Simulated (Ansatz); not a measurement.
**Changed inputs in constrained RPA: Sr2MoO4 (I4/mmm)**

Wanted: the sensitivity and cost of U and J for Sr2MoO4 (I4/mmm).

Program: Ansatz 0.2.0. Level of theory: constrained RPA on LDA, plane waves, PAW. Results are calculated unless marked as measured.

Most raw output is cut from this account.

## 1. The structure

The structure is tetragonal, space group I4/mmm (No. 139). Conventional cell: a = 3.917 Å, b = 3.917 Å, c = 12.859 Å, α = 90.00°, β = 90.00°, γ = 90.00°. Sr has 9 O at 2.45 to 2.78 Å nearest. Mo has 6 O at 1.96 to 2.09 Å nearest. O has 2 Mo at 1.96 Å and 4 Sr at 2.73 Å nearest. Nearest to O lie 1 Mo at 2.09 Å and 5 Sr at 2.45 to 2.78 Å. Farther neighbours and most contacts between anions are not listed.

 The runs that relaxed it are not among those shown. The program's search for lower electronic states was switched off, so nothing shows that the state found is the lowest. The default PAW set here is soft_2. Its files were made with PBE.

## 2. Base: Mo t2g, bands v1 to c2, 6×6×6 mesh, medium accuracy

Constrained RPA screens the interaction with every transition except those inside the target bands, which a later many-body model would treat itself.

Input file input.yaml:

```yaml
crystal:
  lattice:
    - [1.9585, -1.9585, 6.4295]
    - [-1.9585, 1.9585, 6.4295]
    - [-1.9585, -1.9585, -6.4295]
  atoms:
    - { symbol: Sr, position: [0.3524437529, 0.3524437529, 0.0] }
    - { symbol: Sr, position: [0.6475562471, 0.6475562471, 0.0] }
    - { symbol: Mo, position: [0.0, 0.0, 0.0] }
    - { symbol: O, position: [0.0, 0.5, 0.5] }
    - { symbol: O, position: [0.5, 0.0, 0.5] }
    - { symbol: O, position: [0.1622553395, 0.1622553395, 0.0] }
    - { symbol: O, position: [0.8377446605, 0.8377446605, 0.0] }
kpoints:
  mp_grid: { grid: [12, 12, 12] }
hamiltonian:
  xc: lda
scf:
  occupations: { method: gaussian, width: 0.08 }
  n_extra_bands: 19
  max_iter: 150
  lower_state_search: "off"
output:
  crpa:
    kmesh: [6, 6, 6]
    target_bands: [v1, c2]
    projections: [{ species: Mo, l: d, shell: 4, orbitals: [dxz, dyz, dxy] }]
  local_orbitals:
    kmesh: [6, 6, 6]
    orbitals: [{ species: Mo, l: d, shell: 4, orbitals: [dxz, dyz, dxy] }]
    window: { bands: [v1, c2] }
    seedname: lo
```

The run is started by

```bash
$ ansatz run input.yaml --threads 8 --pin off --max-ram 18432MiB --backend cpu --events-out ev --progress --plain --runs-dir out
```

Elapsed: 9.8 min, on 8 threads of Arm Neoverse V2, shared host; peak memory 1.5 GiB.

This step gave:

```
U                                                 : 2.751 eV
U prime (inter-orbital)                           : 2.188 eV
J                                                 : 0.2647 eV
bare V                                            : 10.98 eV
bare J                                            : 0.3731 eV
stated bound on U                                 : 0.003715 eV
U over bare V                                     : 0.2505
electrons in the window                           : 2
head of the constrained inverse dielectric matrix : 0.2150
least eigenvalue of the projection's overlap      : 0.5727
target functions                                  : 3
bands in the sums                                 : 62
r.m.s. miss of the model bands                    : 0.002212 eV
width of the target bands                         : 3.796 eV
weight of the projected orbitals in the window    : 0.6800
```

On the Mo t2g shell, screening brings the on-site interaction from 11.0 eV down to U = 2.75 eV.

## 3. Changed: 4×4×4 mesh

Edit input.yaml of step 2 so:

```diff
@@ -24,9 +24,4 @@
   crpa:
-    kmesh: [6, 6, 6]
+    kmesh: [4, 4, 4]
     target_bands: [v1, c2]
     projections: [{ species: Mo, l: d, shell: 4, orbitals: [dxz, dyz, dxy] }]
-  local_orbitals:
-    kmesh: [6, 6, 6]
-    orbitals: [{ species: Mo, l: d, shell: 4, orbitals: [dxz, dyz, dxy] }]
-    window: { bands: [v1, c2] }
-    seedname: lo
```

The job ended after 79 s (8 threads; peak memory 1.1 GiB).

This step gave:

| Property | Result |
| --- | --- |
| U | 2.751 eV |
| U prime (inter-orbital) | 2.186 eV |
| J | 0.2652 eV |
| bare V | 11.02 eV |
| bare J | 0.3741 eV |
| stated bound on U | 0.003798 eV |
| U over bare V | 0.2495 |
| electrons in the window | 2.000 |
| head of the constrained inverse dielectric matrix | 0.2074 |
| least eigenvalue of the projection's overlap | 0.5727 |
| target functions | 3 |
| bands in the sums | 62 |
| width of the target bands | 3.796 eV |
| weight of the projected orbitals in the window | 0.6800 |

On the Mo t2g shell, screening brings the on-site interaction from 11.0 eV down to U = 2.75 eV.

## 4. Changed: sums without a band count

Edit input.yaml of step 3 so:

```diff
@@ -24,4 +24,5 @@
   crpa:
-    kmesh: [4, 4, 4]
+    kmesh: [6, 6, 6]
     target_bands: [v1, c2]
     projections: [{ species: Mo, l: d, shell: 4, orbitals: [dxz, dyz, dxy] }]
+    accuracy: sum_over_states
```

The job ended after 0.11 s (8 threads; peak memory 0.084 GiB).

The program refused the input before any cycle.

The program's message: “Error: 2 input errors — fix all and re-run”

The fault put into this input: sums without a band count.

## 5. Changed: volume -3 %

The cell differs from the one that the last finished run ended in (a 7.001 → 6.930 Å, b 7.001 → 6.930 Å, c 7.001 → 6.930 Å).

Edit input.yaml of step 4 so:

```diff
@@ -2,5 +2,5 @@
   lattice:
-    - [1.9585, -1.9585, 6.4295]
-    - [-1.9585, 1.9585, 6.4295]
-    - [-1.9585, -1.9585, -6.4295]
+    - [1.9387158191, -1.9387158191, 6.364551115]
+    - [-1.9387158191, 1.9387158191, 6.364551115]
+    - [-1.9387158191, -1.9387158191, -6.364551115]
   atoms:
@@ -27,2 +27,6 @@
     projections: [{ species: Mo, l: d, shell: 4, orbitals: [dxz, dyz, dxy] }]
-    accuracy: sum_over_states
+  local_orbitals:
+    kmesh: [6, 6, 6]
+    orbitals: [{ species: Mo, l: d, shell: 4, orbitals: [dxz, dyz, dxy] }]
+    window: { bands: [v1, c2] }
+    seedname: lo
```

Run time: 8.9 min. Hardware: 8 threads; peak memory 1.5 GiB.

Numbers from this step:

```yaml
u: 2.742 eV
u_prime_inter_orbital: 2.186 eV
j: 0.2621 eV
bare_v: 10.91 eV
bare_j: 0.3691 eV
stated_bound_on_u: 0.003608 eV
u_over_bare_v: 0.2513
electrons_in_the_window: 2.000
head_of_the_constrained_inverse_dielectric_matrix: 0.2145
least_eigenvalue_of_the_projection_s_overlap: 0.5623
target_functions: 3
bands_in_the_sums: 62
r_m_s_miss_of_the_model_bands: 0.002482 eV
width_of_the_target_bands: 3.978 eV
weight_of_the_projected_orbitals_in_the_window: 0.6752
```

On the Mo t2g shell, screening brings the on-site interaction from 10.9 eV down to U = 2.74 eV.

## 6. Changed: volume +6 %

The cell differs from the one that the last finished run ended in (a 6.930 → 7.138 Å, b 6.930 → 7.138 Å, c 6.930 → 7.138 Å).

Edit input.yaml of step 5 so:

```diff
@@ -2,5 +2,5 @@
   lattice:
-    - [1.9387158191, -1.9387158191, 6.364551115]
-    - [-1.9387158191, 1.9387158191, 6.364551115]
-    - [-1.9387158191, -1.9387158191, -6.364551115]
+    - [1.9969117127, -1.9969117127, 6.5556006418]
+    - [-1.9969117127, 1.9969117127, 6.5556006418]
+    - [-1.9969117127, -1.9969117127, -6.5556006418]
   atoms:
```

The job ended after 14 min (8 threads; peak memory 1.6 GiB).

Numbers from this step:

```yaml
u: 2.750 eV
u_prime_inter_orbital: 2.177 eV
j: 0.2686 eV
bare_v: 11.09 eV
bare_j: 0.3796 eV
stated_bound_on_u: 0.003910 eV
u_over_bare_v: 0.2481
electrons_in_the_window: 2.000
head_of_the_constrained_inverse_dielectric_matrix: 0.2150
least_eigenvalue_of_the_projection_s_overlap: 0.5904
target_functions: 3
bands_in_the_sums: 62
r_m_s_miss_of_the_model_bands: 0.001861 eV
width_of_the_target_bands: 3.469 eV
weight_of_the_projected_orbitals_in_the_window: 0.6878
```

On the Mo t2g shell, screening brings the on-site interaction from 11.1 eV down to U = 2.75 eV.

## 7. Side by side

Times are wall times on 8 threads of Arm Neoverse V2, shared host, good to a factor of about two.

```csv
run,bare V (eV),U (eV),J (eV),bound on U (eV),width (eV),time
target window,10.98,2.751,0.265,0.0037,3.80,9.8 min
4×4×4 mesh,11.02,2.751,0.265,0.0038,3.80,79 s
volume -3 %,10.91,2.742,0.262,0.0036,3.98,8.9 min
volume +6 %,11.09,2.750,0.269,0.0039,3.47,14 min
```

## 8. Results

```json
{"target window": "U 2.75 eV, J 0.26 eV", "4×4×4 mesh": "U 2.75 eV, J 0.27 eV", "volume -3 %": "U 2.74 eV, J 0.26 eV", "volume +6 %": "U 2.75 eV, J 0.27 eV"}
```

In words: 4×4×4 mesh moves U by +0.00 eV (within the solver's bounds, for the mean over orbitals) at 0.13 times the time. Volume -3 % moves U by −0.01 eV. Volume +6 % moves U by −0.0002 eV (within the solver's bounds, for the mean over orbitals). The printed bound covers the solver alone, not the mesh, and no denser mesh than the base was run. The parent state is non-magnetic and the interaction static (zero frequency); U depends on the window and the orbitals, so it belongs to this model alone.

[Paths, hosts, dates, memory and timing lines, banners, echoed tables and standing remarks are left out of the program output.]

[Logs are printed without paths, hosts, clocks, repeated set-up lines and the standing remarks that a program may print on its own settings, such as how far it seeks lower states.]

[Runs of the session that timed out or met a known fault of the program may be left out.]

[Hosts, paths, dates, database ids (printed as entryN), source tags and the programs' standing remarks are cut or masked in the printed files.]
